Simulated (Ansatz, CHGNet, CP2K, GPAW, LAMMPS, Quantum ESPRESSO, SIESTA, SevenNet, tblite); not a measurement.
# SIESTA on glassy 40SiO2-28Al2O3-16Li2O-16SrO (mol %) (85 atoms): settings against a plane-wave reference

Aim: run glassy 40SiO2-28Al2O3-16Li2O-16SrO (mol %) (85 atoms) in SIESTA and see how near its forces come to a plane-wave reference, and at what cost.

Main program and level: SIESTA 5.4.2; the method is named at each step.

### 1. The system as given

The cell holds 85 atoms: 10 Si, 14 Al, 8 Li, 4 Sr and 49 O. Cell: a = 10.152 Å, b = 10.152 Å, c = 10.152 Å, α = 90.0°, β = 90.0°, γ = 90.0°. 85 atoms (10 Si, 14 Al, 8 Li, 4 Sr, 49 O) placed at random at 2.93 g/cm³, melted at 4000 K for 10 ps at fixed volume with the Morse and Coulomb pair potential with partial charges (Pedone, Malavasi, Menziani, Cormack and Segre, J. Phys. Chem. B 110, 11780 (2006)). Quenched from 4000 K to 300 K at 6 K/ps and fixed volume, held 5 ps, then minimised at fixed cell.

The yardstick, on the same geometry:

| Quantity | Value |
| --- | --- |
| method | Kohn-Sham DFT, PBE, PAW, plane waves (Ansatz 0.2.0); cutoff 420 eV, Γ point, fermi-dirac smearing of 0.05 eV; PAW set soft_2 |
| r.m.s. force component | 0.7358 eV/Å |
| longest force | 2.917 eV/Å |
| pressure | 4.29 GPa |
| gap (highest filled to lowest empty level) | 3.667 eV |
| SCF cycles | 9 |
| time | 5.9 s on 8 threads of Arm Neoverse V2, shared host |
| CPU time | 41 s |

### 2. PBE, DZP, shift 0.01 Ry, mesh 500 Ry

Method: Kohn-Sham DFT, PBE, PseudoDojo 0.4.1 norm-conserving pseudopotentials (converted to PSML), numerical atomic orbitals (DZP), diagonalisation.

The .psml files are PseudoDojo norm-conserving potentials that we converted to this format, checked against plane waves on the same files for H, C, O, Si, Ge and Ca alone.

input.fdf reads:

```
SystemLabel cell
NumberOfAtoms 85
NumberOfSpecies 5
%block ChemicalSpeciesLabel
  1 14 Si
  2 13 Al
  3 3 Li
  4 38 Sr
  5 8 O
%endblock ChemicalSpeciesLabel
LatticeConstant 1.0 Ang
%block LatticeVectors
  10.15170 0.00000 0.00000
  0.00000 10.15170 0.00000
  0.00000 0.00000 10.15170
%endblock LatticeVectors
PAO.BasisSize DZP
PAO.EnergyShift 0.01 Ry
PAO.Polarization.NonPerturbative T
XC.Functional GGA
XC.Authors PBE
MeshCutoff 500 Ry
%block kgrid_Monkhorst_Pack
  1 0 0 0.0
  0 1 0 0.0
  0 0 1 0.0
%endblock kgrid_Monkhorst_Pack
SolutionMethod diagon
OccupationFunction FD
ElectronicTemperature 580 K
SCF.Mixer.Method Pulay
SCF.Mixer.Weight 0.15
SCF.Mixer.History 8
SCF.Mix Hamiltonian
MaxSCFIterations 300
SCF.DM.Tolerance 1e-04
SCF.H.Tolerance 1.0e-3 eV
WriteForces T
Write.HirshfeldPop T
Write.VoronoiPop T
Write.DM F
Write.H F
XML.Write F
AtomicCoordinatesFormat Fractional
%block AtomicCoordinatesAndAtomicSpecies
  0.75706 0.32435 0.74161 1
  0.11876 0.28916 0.66301 1
  0.19136 0.46030 0.15665 1
  0.27031 0.12093 0.87191 1
  0.90786 0.20996 0.25280 1
  0.08655 0.73274 0.84905 1
  0.99995 0.79697 0.28788 1
  0.71011 0.59982 0.66480 1
  0.49346 0.33996 0.91758 1
  0.59145 0.67399 0.25477 1
  0.94300 0.46752 0.94742 2
  0.30347 0.40753 0.44956 2
  0.68605 0.63338 0.97838 2
  0.47117 0.16583 0.38202 2
  0.64041 0.15722 0.11237 2
  0.84674 0.51848 0.21573 2
  0.56611 0.94345 0.58459 2
  0.44056 0.66725 0.51177 2
  0.22421 0.17356 0.17984 2
  0.37242 0.63387 0.96895 2
  0.93897 0.81962 0.60087 2
  0.72958 0.96033 0.31735 2
  0.86665 0.11696 0.55115 2
  0.59505 0.89263 0.91202 2
  0.24208 0.56061 0.71390 3
  0.26281 0.67930 0.28474 3
  0.89613 0.80438 0.05298 3
  0.11009 0.95217 0.08834 3
  0.45977 0.39843 0.19309 3
  0.37026 0.82262 0.76915 3
  0.54841 0.14173 0.71860 3
  0.61596 0.45004 0.44040 3
  0.22546 0.98377 0.54641 4
  0.89596 0.05736 0.87895 4
  0.39661 0.91037 0.15643 4
  0.98815 0.52102 0.49470 4
  0.70217 0.93233 0.48266 5
  0.27653 0.58676 0.11304 5
  0.45654 0.66613 0.33741 5
  0.70550 0.57680 0.30763 5
  0.93459 0.98456 0.63026 5
  0.85332 0.12505 0.37805 5
  0.80449 0.52388 0.05057 5
  0.00124 0.79556 0.44300 5
  0.61376 0.32342 0.81225 5
  0.23634 0.08691 0.02623 5
  0.32071 0.55288 0.53808 5
  0.14902 0.19432 0.78988 5
  0.06254 0.43860 0.07108 5
  0.43401 0.82675 0.56309 5
  0.55875 0.29956 0.05956 5
  0.86870 0.33962 0.85266 5
  0.05881 0.17547 0.22377 5
  0.88511 0.36588 0.28246 5
  0.82103 0.69929 0.62471 5
  0.23646 0.68207 0.86669 5
[... 25 atom lines left out ...]
  0.58559 0.60582 0.57239 5
  0.58975 0.03352 0.00993 5
  0.23810 0.28644 0.55357 5
  0.30367 0.99861 0.78829 5
%endblock AtomicCoordinatesAndAtomicSpecies
```

Run with:

```sh
$ OMP_NUM_THREADS=1 mpirun -np 2 siesta < input.fdf > output.txt
```

What it wrote:

```text
Version         : 5.4.2
reinit: System Name:
reinit: System Label: cell
initatom: Reading input for the pseudopotentials and atomic orbitals ----------
Species number:   1 Atomic number:   14 Label: Si
Species number:   2 Atomic number:   13 Label: Al
Species number:   3 Atomic number:    3 Label: Li
Species number:   4 Atomic number:   38 Label: Sr
Species number:   5 Atomic number:    8 Label: O
Ground state valence configuration (from tables):   3s02  3p02  3d00  4f00
Ground state valence configuration (from tables):   3s02  3p01  3d00  4f00
Ground state valence configuration (from tables):   2s01  2p00  3d00  4f00
Ground state valence configuration (from tables):   5s02  5p00  4d00  4f00
Ground state valence configuration (from tables):   2s02  2p04  3d00  4f00
---- Processing specs for species: Si
GGA--PBE XC_GGA_X_PBE--XC_GGA_C_PBE pb
---- Processing specs for species: Al
GGA--PBE XC_GGA_X_PBE--XC_GGA_C_PBE pb
---- Processing specs for species: Li
GGA--PBE XC_GGA_X_PBE--XC_GGA_C_PBE pb
Semicore shell(s) with  2 electrons included in the valence for Li
---- Processing specs for species: Sr
GGA--PBE XC_GGA_X_PBE--XC_GGA_C_PBE pb
Semicore shell(s) with  8 electrons included in the valence for Sr
---- Processing specs for species: O
GGA--PBE XC_GGA_X_PBE--XC_GGA_C_PBE pb
Semicore shell(s): 1s
Semicore shell(s): 4s 4p
Fallback to non-perturbative polarization scheme for Sr
Please see the manual if this is not desired in principle
Si pseudopotential only contains V_ls up to l=2 -- lmxkb reset.
Al pseudopotential only contains V_ls up to l=2 -- lmxkb reset.
Li pseudopotential only contains V_ls up to l=1 -- lmxkb reset.
O pseudopotential only contains V_ls up to l=2 -- lmxkb reset.
Using PAO.SplitTailNorm
%block ChemicalSpeciesLabel
    1   14 Si                      # Species index, atomic number, species label
    2   13 Al                      # Species index, atomic number, species label
[... lines left out ...]
Total number of electrons:   440.000000
[... lines left out ...]
outcell: Unit cell vectors (Ang):
       10.151700    0.000000    0.000000
        0.000000   10.151700    0.000000
        0.000000    0.000000   10.151700
outcell: Cell vector modules (Ang)   :   10.151700   10.151700   10.151700
outcell: Cell angles (23,13,12) (deg):     90.0000     90.0000     90.0000
outcell: Cell volume (Ang**3)        :   1046.2039
Gamma-point calculation with interaction between periodic images
Gamma-point calculation with interaction between periodic images
Some features might not work optimally:
Some features might not work optimally:
e.g. DM initialization from atomic data
e.g. DM initialization from atomic data
new_DM -- step:     1
Initializing Density Matrix...
Attempting to read DM from file... Failed...
DM filled with atomic data:
InitMesh: MESH = 144 x 144 x 144 = 2985984
InitMesh: Mesh cutoff (required, used) =   500.000   556.096 Ry
stepf: Fermi-Dirac step function
        iscf     Eharris(eV)        E_KS(eV)     FreeEng(eV)     dDmax    Ef(eV) dHmax(eV)
   scf:    1   -29240.881201   -29399.264210   -29399.264210  1.693754 -7.164385 10.953139
   scf:    2   -29468.677865   -29436.739523   -29436.739523  0.120707 -7.226205  6.727690
   scf:    3   -29466.870017   -29459.820196   -29459.820196  0.250667 -5.976696  1.409956
[...]
scf:   11   -29460.225544   -29460.225544   -29460.225544  0.000119 -5.234678  0.001064
   scf:   12   -29460.225544   -29460.225544   -29460.225544  0.000023 -5.234503  0.000352
SCF Convergence by DM+H criterion
max |DM_out - DM_in|         :     0.0000231295
max |H_out - H_in|      (eV) :     0.0003515798
SCF cycle converged after 12 iterations
Using DM_out to compute the final energy and forces
siesta: E_KS(eV) =           -29460.2255
siesta: E_KS - E_eggbox =    -29460.2255
siesta: Atomic forces (eV/Ang):
     1    0.192340    1.087981    0.838491
     2    0.856503   -0.603565   -0.385851
     3   -0.322892   -0.428065    0.482743
[...]
84    1.119469   -1.234904   -0.615124
    85    0.986862   -3.483913   -2.134932
----------------------------------------
   Tot   -0.009402   -0.005448    0.008663
----------------------------------------
   Max    4.107803
   Res    0.985546    sqrt( Sum f_i^2 / 3N )
----------------------------------------
   Max    4.107803    constrained
Stress tensor Voigt[x,y,z,yz,xz,xy] (kbar):      -75.26      -94.14      -91.06       -8.31       -1.28        6.89
(Free)E + p*V (eV/cell)   -29403.5341
Target enthalpy (eV/cell)   -29460.2255
siesta: Program's energy decomposition (eV):
siesta: Ebs     =     -7254.517945
siesta: Eions   =     44073.942806
siesta: Ena     =      8087.965680
siesta: Ekin    =     18124.444803
siesta: Enl     =     -3791.919033
siesta: DEna    =       -25.144161
siesta: DUscf   =        33.061984
siesta: Ex      =     -7278.621265
siesta: Ec      =      -536.070747
siesta: Exc     =     -7814.692012
siesta: Eharris =    -29460.225544
siesta: Etot    =    -29460.225544
siesta: FreeEng =    -29460.225544
siesta: Final energy (eV):
siesta:  Band Struct. =   -7254.517945
siesta:       Kinetic =   18124.444803
siesta:       Hartree =    8949.296840
siesta:         Exch. =   -7278.621265
siesta:         Corr. =    -536.070747
siesta:   Exch.-corr. =   -7814.692012
siesta:  Ion-electron =  -34882.782718
siesta:       Ion-ion =  -13836.492457
siesta:         Total =  -29460.225544
siesta:         Fermi =      -5.234503
siesta: Stress tensor (static) (eV/Ang**3):
siesta:    -0.046972    0.004299   -0.000799
siesta:     0.004299   -0.058756   -0.005187
siesta:    -0.000799   -0.005187   -0.056835
siesta: Cell volume =       1046.203878 Ang**3
siesta: Pressure (static):
siesta:                Solid            Molecule  Units
siesta:           0.00059018          0.00047591  Ry/Bohr**3
siesta:           0.05418774          0.04369579  eV/Ang**3
siesta:          86.81832314         70.00837326  kBar
    Orbital volume contribution        =          49.787670 eV
    (Free)E + p_basis*V_orbitals       =      -29410.437874 eV
    (Free)Eharris+ p_basis*V_orbitals  =      -29410.437874 eV
Hirshfeld Atomic Populations:
Atom #   charge [q] valence [e]  Species
     1     0.420945    3.579055  Si
     2     0.331821    3.668179  Si
     3     0.398049    3.601951  Si
[...]
9     0.447852    3.552148  Si
    10     0.398145    3.601855  Si
    11     0.423395    2.576605  Al
    12     0.393372    2.606628  Al
    13     0.379739    2.620261  Al
[...]
23     0.377977    2.622023  Al
    24     0.316671    2.683329  Al
    25     0.121895    2.878105  Li
    26     0.121852    2.878148  Li
    27     0.088508    2.911492  Li
[...]
31     0.110854    2.889146  Li
    32     0.162258    2.837742  Li
    33     0.638904    9.361096  Sr
    34     0.655821    9.344179  Sr
    35     0.592422    9.407578  Sr
    36     0.555016    9.444984  Sr
    37    -0.305189    6.305189  O
    38    -0.243075    6.243075  O
    39    -0.218369    6.218369  O
[...]
84    -0.252716    6.252716  O
    85    -0.323977    6.323977  O
--------------------
 Total     0.000021
```

It took 3.5 min on 2 MPI ranks of Arm Neoverse V2, shared host; peak memory 2.5 GiB.

Banners and routine set-up lines are dropped from the logs; longer cuts are marked.

Numbers from this run, and their distance from the reference:

```
r.m.s. force component                           : 0.9856 eV/Å
r.m.s. difference of force components            : 300.9 meV/Å
longest difference of force vectors              : 1395 meV/Å
force difference over r.m.s. force               : 40.89 %
slope of forces against the reference's          : 1.313
correlation of force components                  : 0.9806
gap (highest filled to lowest empty level) : 3.484 eV
gap difference                                   : -0.1828 eV
pressure                                         : 8.682 GPa
pressure difference                              : 4.391 GPa
```

This run lies far from the reference at the same functional.

Length of the force difference by element (eV/Å):

```
element  atoms  mean  most
     Al     14  0.27  0.61
     Li      8  0.11  0.15
      O     49  0.58   1.4
     Si     10  0.25  0.55
     Sr      4  0.27  0.54
```

Levels nearest the highest filled one (eV from it): -0.87, -0.80, -0.73, -0.70, -0.69, -0.49, -0.43, -0.40, -0.37, -0.32, -0.10, 0.00, 3.48, 4.91, 5.42, 5.52, 5.56, 5.81, 5.91, 6.12, 6.31, 6.48, 6.56, 6.64.

The surroundings of O75, whose charge lies farthest from its element's mean, nearest first, numbered as they follow in the input and with coordinates relative to it.

```
atom      x      y      z  distance (Å)  bonds  Hirshfeld charge (e)     Fx     Fy  Fz (eV/Å)
 O75   0.00   0.00   0.00          0.00      3                 -0.36  -0.33   4.11       1.05
 Si2   0.19  -1.48  -0.40          1.55      4                  0.33   0.86  -0.60      -0.39
Li25   1.44   1.27   0.11          1.92      3                  0.12  -0.35  -0.72      -0.03
Sr36  -1.14   0.87  -2.11          2.55      8                  0.56   0.06  -0.32       0.37
 O84   1.40  -1.51  -1.52          2.56      3                 -0.25   1.12  -1.23      -0.62
 O68  -1.07  -2.00  -1.25          2.59      3                 -0.27  -1.83  -0.98      -1.17
 O48   0.49  -2.45   0.88          2.65      3                 -0.19  -0.99  -0.91       1.15
 O60  -1.18   1.87   1.86          2.89      2                 -0.25  -0.91  -0.37      -0.24
 O52  -2.35  -0.97   1.52          2.97      3                 -0.25   1.18  -0.81       1.16
Al11  -1.60   0.33   2.48          2.97      4                  0.42   0.20   0.00      -0.04
 O47   2.24   1.19  -1.67          3.04      3                 -0.29  -1.32   0.55       1.08
```

Forces lie 41 % from the reference's, at 10 times its CPU time (on 2 against 8 cores).

### 3. PBE, SZP, shift 0.01 Ry, mesh 500 Ry

Method: Kohn-Sham DFT, PBE, PseudoDojo 0.4.1 norm-conserving pseudopotentials (converted to PSML), numerical atomic orbitals (SZP), diagonalisation.

input.fdf: that of step 2 with these lines changed.

```diff
@@ -16,3 +16,3 @@
 %endblock LatticeVectors
-PAO.BasisSize DZP
+PAO.BasisSize SZP
 PAO.EnergyShift 0.01 Ry
```

What it wrote:

```text
Version         : 5.4.2
reinit: System Name:
reinit: System Label: cell
initatom: Reading input for the pseudopotentials and atomic orbitals ----------
Species number:   1 Atomic number:   14 Label: Si
Species number:   2 Atomic number:   13 Label: Al
Species number:   3 Atomic number:    3 Label: Li
Species number:   4 Atomic number:   38 Label: Sr
Species number:   5 Atomic number:    8 Label: O
Ground state valence configuration (from tables):   3s02  3p02  3d00  4f00
Ground state valence configuration (from tables):   3s02  3p01  3d00  4f00
[... lines left out ...]
        iscf     Eharris(eV)        E_KS(eV)     FreeEng(eV)     dDmax    Ef(eV) dHmax(eV)
[... lines left out ...]
SCF Convergence by DM+H criterion
[... lines left out ...]
SCF cycle converged after 11 iterations
[... lines left out ...]
   Max    4.856355
[... lines left out ...]
   Max    4.856355    constrained
Stress tensor Voigt[x,y,z,yz,xz,xy] (kbar):     -102.77     -124.65     -119.98       -8.74       -2.40        6.19
[... lines left out ...]
siesta: FreeEng =    -29444.431905
[... lines left out ...]
siesta:         Fermi =      -4.979406
[... lines left out ...]
siesta:                Solid            Molecule  Units
siesta:           0.00078718          0.00066740  Ry/Bohr**3
siesta:           0.07227580          0.06127739  eV/Ang**3
siesta:         115.79859611         98.17719765  kBar
    Orbital volume contribution        =          41.069963 eV
    (Free)E + p_basis*V_orbitals       =      -29403.361942 eV
    (Free)Eharris+ p_basis*V_orbitals  =      -29403.361942 eV
Hirshfeld Atomic Populations:
Atom #   charge [q] valence [e]  Species
     1     0.428512    3.571488  Si
     2     0.338191    3.661809  Si
     3     0.404686    3.595314  Si
[...]
9     0.455129    3.544871  Si
    10     0.402419    3.597581  Si
    11     0.427042    2.572958  Al
    12     0.397620    2.602380  Al
    13     0.384327    2.615673  Al
[...]
23     0.382979    2.617021  Al
    24     0.320634    2.679366  Al
    25     0.117991    2.882009  Li
    26     0.120007    2.879993  Li
    27     0.084864    2.915136  Li
[...]
31     0.106714    2.893286  Li
    32     0.156611    2.843389  Li
    33     0.654104    9.345896  Sr
    34     0.667734    9.332266  Sr
    35     0.606468    9.393532  Sr
    36     0.568561    9.431439  Sr
    37    -0.303914    6.303914  O
    38    -0.246787    6.246787  O
    39    -0.222844    6.222844  O
[...]
84    -0.258592    6.258592  O
    85    -0.325308    6.325308  O
--------------------
 Total     0.000011
```

Wall time 2.7 min (2 MPI ranks); peak memory 2.2 GiB.

Against the reference:

- r.m.s. force component: 1.197 eV/Å
- r.m.s. difference of force components: 524.2 meV/Å
- longest difference of force vectors: 2223 meV/Å
- force difference over r.m.s. force: 71.24 %
- slope of forces against the reference's: 1.57
- correlation of force components: 0.9648
- gap (highest filled to lowest empty level): 3.509 eV
- gap difference: -0.1572 eV
- pressure: 11.58 GPa
- pressure difference: 7.289 GPa

This is a coarse setting, run to see what it loses.

Against the first run (41 %), the force difference from the reference is 71 %, at 0.76 times the CPU time, with 729 basis functions against 1033: the smaller basis costs accuracy.

The difference per atom is largest on O (1.1 eV/Å on average, against 0.41 on Si).

(Part 1 of 2 ends here.)

[Long decimals in the printed logs are rounded to 6 places.]

[Also dropped from logs without a mark: lines with file paths, logging warnings of Python, QE's lines on negative density and diagonalisation, SIESTA's first energy breakdown, zero terms and Voronoi charges.]

[Logs are printed without paths, hosts, clocks, repeated set-up lines and the standing remarks that a program may print on its own settings, such as how far it seeks lower states.]

[Hosts, paths, dates, database ids (printed as entryN), source tags and the programs' standing remarks are cut or masked in the printed files.]

[Most failed runs of this program on this cell are left out, timed-out ones always.]
